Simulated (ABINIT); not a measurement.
## Bi2SO2 (Pnnm): G0W0 with ABINIT, start to end

How does a plane-wave GW calculation on Bi2SO2 (Pnnm) run from the first input to the gap?

Method: PBEsol and many-body steps on it, plane waves, in ABINIT 10.8.3.

Most raw output is cut from this account.

### 1. Starting point

It takes space group Pnnm (No. 58, orthorhombic). Conventional cell: a = 3.877 Å, b = 11.964 Å, c = 3.843 Å, α = 90.00°, β = 90.00°, γ = 90.00°. Bi has 4 O at 2.24 to 2.38 Å and 2 S at 3.05 Å nearest. Nearest to S lie 4 Bi at 3.05 Å. Nearest to O lie 4 Bi at 2.24 to 2.38 Å. Farther neighbours and most contacts between anions are not listed.

The cell and positions are those that the Materials Project relaxed with its own functionals (PBE, PBE+U or r2SCAN), kept fixed. Spin-orbit coupling is left out unless a step names it.

### 2. Ground state

This step: ABINIT 10.8.3; DFT, PBEsol, plane waves, norm-conserving pseudopotentials.

The ground-state density comes first.

Input file run.abi:

```
acell 3*1.0 Angstrom
rprim 
  3.877295950000 0.000000000000 0.000000000000
  0.000000000000 11.963688440000 0.000000000000
  0.000000000000 0.000000000000 3.842602890000
ntypat 3
znucl 83 16 8
natom 10
typat 1 1 1 1 2 2 3 3 3 3
xred 
  0.419337400000 0.856120830000 0.500000000000
  0.580662600000 0.143879170000 0.500000000000
  0.919337400000 0.643879170000 0.000000000000
  0.080662600000 0.356120830000 0.000000000000
  0.000000000000 0.000000000000 0.000000000000
  0.500000000000 0.500000000000 0.500000000000
  0.440997250000 0.749108530000 0.000000000000
  0.559002750000 0.250891470000 0.000000000000
  0.940997250000 0.750891470000 0.500000000000
  0.059002750000 0.249108530000 0.500000000000
pp_dirpath "pseudos"
pseudos "Bi.upf, S.upf, O.upf"
ecut 42
ngkpt 4 2 4
nshiftk 1
shiftk 0 0 0
kptopt 1
chksymbreak 0
nband 73
occopt 1
tolvrs 1e-08
nstep 60
prtwf 0
optforces 0
optstress 0
indata_prefix "in"
outdata_prefix "out"
tmpdata_prefix "tmp"
```

Command:

```sh
$ OMP_NUM_THREADS=1 mpirun -n 4 abinit run.abi > log
```

The job ended after 6.1 min (4 MPI ranks of Arm Neoverse V1, shared host; peak memory 0.8 GiB).

This step gave:

* total energy: -27654.1028 eV
* gap: 0.7799 eV
* k of the valence top: 0.5, 0.5, 0
* k of the conduction bottom: 0, 0, 0
* least direct gap: 1.122 eV

The gap is indirect, with the least direct gap 0.34 eV higher.

### 3. Bands along the symmetry lines

Levels along a band path, at the cheap level, show where the edges lie and whether the meshes to come will hold them.

Changes to run.abi since step 2:

```diff
@@ -23,14 +23,54 @@
 ecut 42
-ngkpt 4 2 4
-nshiftk 1
-shiftk 0 0 0
-kptopt 1
-chksymbreak 0
-nband 73
-occopt 1
-tolvrs 1e-08
-nstep 60
+iscf -2
+irdden 1
+kptopt 0
+nkpt 40
+kpt 
+  0.00000000 0.00000000 0.00000000
+  0.16666667 0.00000000 0.00000000
+  0.33333333 0.00000000 0.00000000
+  0.50000000 0.00000000 0.00000000
+  0.50000000 0.16666667 0.00000000
+  0.50000000 0.33333333 0.00000000
+  0.50000000 0.50000000 0.00000000
+  0.33333333 0.50000000 0.00000000
+  0.16666667 0.50000000 0.00000000
+  0.00000000 0.50000000 0.00000000
+  0.00000000 0.33333333 0.00000000
+  0.00000000 0.16666667 0.00000000
+  0.00000000 0.00000000 0.00000000
+  0.00000000 0.00000000 0.16666667
+  0.00000000 0.00000000 0.33333333
+  0.00000000 0.00000000 0.50000000
+  0.16666667 0.00000000 0.50000000
+  0.33333333 0.00000000 0.50000000
+  0.50000000 0.00000000 0.50000000
+  0.50000000 0.16666667 0.50000000
+  0.50000000 0.33333333 0.50000000
+  0.50000000 0.50000000 0.50000000
+  0.33333333 0.50000000 0.50000000
+  0.16666667 0.50000000 0.50000000
+  0.00000000 0.50000000 0.50000000
+  0.00000000 0.33333333 0.50000000
+  0.00000000 0.16666667 0.50000000
+  0.00000000 0.00000000 0.50000000
+  0.50000000 0.00000000 0.00000000
+  0.50000000 0.00000000 0.16666667
+  0.50000000 0.00000000 0.33333333
+  0.50000000 0.00000000 0.50000000
+  0.00000000 0.50000000 0.00000000
+  0.00000000 0.50000000 0.16666667
+  0.00000000 0.50000000 0.33333333
+  0.00000000 0.50000000 0.50000000
+  0.50000000 0.50000000 0.00000000
+  0.50000000 0.50000000 0.16666667
+  0.50000000 0.50000000 0.33333333
+  0.50000000 0.50000000 0.50000000
+istwfk *1
+nband 71
+nbdbuf 2
+tolwfr 1e-08
+nstep 40
 prtwf 0
-optforces 0
-optstress 0
+prtvol 0
 indata_prefix "in"
```

The job ended after 7.8 min (4 MPI ranks; peak memory 1.1 GiB).

Numbers from this step:

```
gap                        : 0.7799 eV
k of the valence top       : 0.5, 0.5, 0
k of the conduction bottom : 0, 0, 0
least direct gap           : 1.122 eV
```

The gap is 0.780 eV, as in the run before at this level.

The electronic bands at the labelled points (eV, zero at the top of the highest filled band):

```csv
point,band 61,band 62,band 63,band 64,band 65,band 66,band 67,band 68
Γ,-0.92,-0.59,-0.41,-0.34,0.78,1.46,3.29,3.38
X,-0.20,-0.20,0.00,0.00,2.80,2.80,3.92,3.92
S,-0.20,-0.20,0.00,0.00,2.83,2.83,3.91,3.91
Y,-0.79,-0.79,-0.58,-0.58,1.26,1.26,3.70,3.70
Γ,-0.92,-0.59,-0.41,-0.34,0.78,1.46,3.29,3.38
Z,-0.08,-0.08,-0.06,-0.06,2.82,2.82,3.90,3.90
U,-1.52,-1.52,-0.76,-0.76,1.29,1.29,3.66,3.66
R,-1.54,-1.54,-0.88,-0.88,2.28,2.28,2.36,2.36
T,-0.13,-0.13,-0.01,-0.01,2.85,2.85,3.90,3.90
Z,-0.08,-0.08,-0.06,-0.06,2.82,2.82,3.90,3.90
jump to X,-0.20,-0.20,0.00,0.00,2.80,2.80,3.92,3.92
U,-1.52,-1.52,-0.76,-0.76,1.29,1.29,3.66,3.66
jump to Y,-0.79,-0.79,-0.58,-0.58,1.26,1.26,3.70,3.70
T,-0.13,-0.13,-0.01,-0.01,2.85,2.85,3.90,3.90
jump to S,-0.20,-0.20,0.00,0.00,2.83,2.83,3.91,3.91
R,-1.54,-1.54,-0.88,-0.88,2.28,2.28,2.36,2.36
```

### 4. Empty states on the mesh, 4×1×4 mesh, 147 bands

The sums over transitions need many empty states on a uniform mesh; this step solves for them.

Input file run.abi:

```
acell 3*1.0 Angstrom
rprim 
  3.877295950000 0.000000000000 0.000000000000
  0.000000000000 11.963688440000 0.000000000000
  0.000000000000 0.000000000000 3.842602890000
ntypat 3
znucl 83 16 8
natom 10
typat 1 1 1 1 2 2 3 3 3 3
xred 
  0.419337400000 0.856120830000 0.500000000000
  0.580662600000 0.143879170000 0.500000000000
  0.919337400000 0.643879170000 0.000000000000
  0.080662600000 0.356120830000 0.000000000000
  0.000000000000 0.000000000000 0.000000000000
  0.500000000000 0.500000000000 0.500000000000
  0.440997250000 0.749108530000 0.000000000000
  0.559002750000 0.250891470000 0.000000000000
  0.940997250000 0.750891470000 0.500000000000
  0.059002750000 0.249108530000 0.500000000000
pp_dirpath "pseudos"
pseudos "Bi.upf, S.upf, O.upf"
ecut 42
ngkpt 4 1 4
nshiftk 1
shiftk 0 0 0
kptopt 1
chksymbreak 0
iscf -2
irdden 1
istwfk *1
nband 147
nbdbuf 12
tolwfr 1e-09
nstep 60
prtvol 0
indata_prefix "in"
outdata_prefix "out"
tmpdata_prefix "tmp"
```

It took 5.5 min on 4 MPI ranks; peak memory 0.74 GiB; 22 min of CPU time.

Numbers from this step:

| Item | Value |
| --- | --- |
| gap | 0.7826 eV |
| k of the valence top | 0.5, 0, 0 |
| k of the conduction bottom | 0, 0, 0 |
| least direct gap | 1.122 eV |
| k points computed | 9 |
| lowest point of the top converged band, above the valence top | 24.17 eV |

On this mesh the gap is 0.783 eV.

### 5. Screening, 4×1×4 mesh, 135 bands, screening to 81.6 eV

The RPA dielectric matrix is built and inverted for each q.

This step: RPA screening on PBEsol, plane waves, norm-conserving pseudopotentials.

Changes to run.abi since step 4:

```diff
@@ -28,10 +28,11 @@
 chksymbreak 0
-iscf -2
-irdden 1
 istwfk *1
-nband 147
-nbdbuf 12
-tolwfr 1e-09
-nstep 60
-prtvol 0
+occopt 1
+irdwfk 1
+optdriver 3
+nband 135
+ecuteps 3
+inclvkb 2
+awtr 1
+symchi 1
 indata_prefix "in"
```

It took 6.1 min on 4 MPI ranks; peak memory 5.3 GiB.

Numbers from this step:

| Quantity | Value |
| --- | --- |
| ε∞ with local fields, on this mesh, along the program's q direction | 15.66 |
| the same without local fields | 16.82 |
| plasma frequency | 31.47 eV |
| plane waves in the screening matrix | 289 |

Local fields lower ε∞ by 7 %. On a Γ-centred mesh this coarse the value itself is usually too large, while a short band sum pulls it down.

### 6. Self-energy, 4×1×4 mesh, 135 bands, screening to 81.6 eV

The self-energy is evaluated for the states that the input lists, and the levels follow from it, in one-shot runs by the linearised quasiparticle equation.

This step: G0W0 on PBEsol, plane waves, norm-conserving pseudopotentials.

Changes to run.abi since step 5:

```diff
@@ -31,8 +31,17 @@
 irdwfk 1
-optdriver 3
+optdriver 4
 nband 135
+gwcalctyp 0
+ecutsigx 42
+symsigma 1
+nkptgw 2
+kptgw 
+  0.5000000000 0.0000000000 0.0000000000
+  0.0000000000 0.0000000000 0.0000000000
+bdgw 
+  63 66
+  63 66
 ecuteps 3
-inclvkb 2
-awtr 1
-symchi 1
+irdscr 1
+ppmodel 1
 indata_prefix "in"
```

The job ended after 25 s (4 MPI ranks; peak memory 4.3 GiB; 1.7 min of CPU time).

This step gave:

```yaml
g0w0_gap_on_the_points_computed: 1.254 eV
starting_gap_on_the_mesh: 0.7826 eV
k_of_the_valence_top: 0.5, 0, 0
k_of_the_conduction_bottom: 0, 0, 0
z_at_the_valence_top: 0.786
z_at_the_conduction_bottom: 0.822
least_direct_g0w0_gap_on_the_computed_points: 1.893 eV
```

The gap on the mesh goes from 0.78 eV to 1.25 eV, a correction of +0.47 eV.

Limits: finite bands, cutoff and mesh; model gap, bands may invert with spin-orbit coupling; no spin-orbit coupling; coarse k mesh. v1 is the top filled band, c1 the lowest empty one. The levels before and after the correction (eV, zero at the valence-band top of each column):

```csv
,conduction bottom,valence top
Kohn-Sham,0.78,0.00
G0W0,1.25,0.00
```

```csv
,level,energy (eV)
Kohn-Sham,(0.5 0 0) v2-v1,0.000
Kohn-Sham,(0.5 0 0) c1-c2,2.804
Kohn-Sham,Γ v2,-0.408
Kohn-Sham,Γ v1,-0.339
Kohn-Sham,Γ c1,0.783
Kohn-Sham,Γ c2,1.459
G0W0,(0.5 0 0) v2-v1,0.000
G0W0,(0.5 0 0) c1-c2,3.425
G0W0,Γ v2,-0.738
G0W0,Γ v1,-0.639
G0W0,Γ c1,1.254
G0W0,Γ c2,2.149
```

### 7. Where the time went

Times are wall times on 4 MPI ranks of Arm Neoverse V1, shared host, good to a factor of about two.

```csv
step,time,share,memory (GiB)
ground state,6.1 min,24 %,0.8
bands along the symmetry lines,7.8 min,30 %,1.1
empty states on the mesh,5.5 min,21 %,0.74
screening,6.1 min,23 %,5.3
self-energy,25 s,2 %,4.3
```

### 8. Outcome

```json
{"PBEsol gap": "0.78 eV, indirect", "G0W0 gap on the mesh": "1.25 eV", "GW settings": "4×1×4 mesh, 135 bands, screening to 81.6 eV, Godby-Needs plasmon pole", "known limits": "not at the basis limit; no spin-orbit coupling; coarse k mesh"}
```

What this shows: G0W0 moves the gap on the mesh from 0.78 eV to 1.25 eV (+0.47 eV), with Z of 0.79 and 0.82 at the edges. Local fields lower the RPA ε∞ on this mesh from 16.82 to 15.66; a Γ-centred mesh this coarse tends to raise both, most where the direct gap is narrow, while a short band sum lowers them. Only 2 of the mesh's irreducible points were corrected, so a valley elsewhere could overtake. Bands and cutoff are finite, so the gap is not at the basis limit. The miss can reach some tenths of an eV and take either sign; the mesh is an error of its own. In the G0W0 run levels were corrected at 2 k points alone, so a gap called «on the mesh» is the least over those, and an edge elsewhere would be missed. The 4×1×4 mesh is coarse for this cell, which bears on the long-range parts of exchange and screening. Where an edge is built on 6p states of lead, bismuth or thallium, scalar-relativistic gaps usually stand too wide, by a few tenths to over one eV. The many-body steps are scalar-relativistic: spin-orbit coupling is not in them.

[Paths, hosts, dates, memory and timing lines, banners, echoed tables and standing remarks are left out of the program output.]

[Logs are printed without paths, hosts, clocks, repeated set-up lines and the standing remarks that a program may print on its own settings, such as how far it seeks lower states.]

[Runs of the session that timed out or met a known fault of the program may be left out.]

[Hosts, paths, dates, database ids (printed as entryN), source tags and the programs' standing remarks are cut or masked in the printed files.]

[G0W0 gaps are taken among the corrected bands and points alone; a level outside them can change the order at an edge.]

[Where Ansatz stands beside ABINIT at settings called matched, ABINIT's density can come from a denser mesh and the files from another edition; pairs whose starting gaps differed by over 0.03 eV were left out, so agreement reads better than it is.]
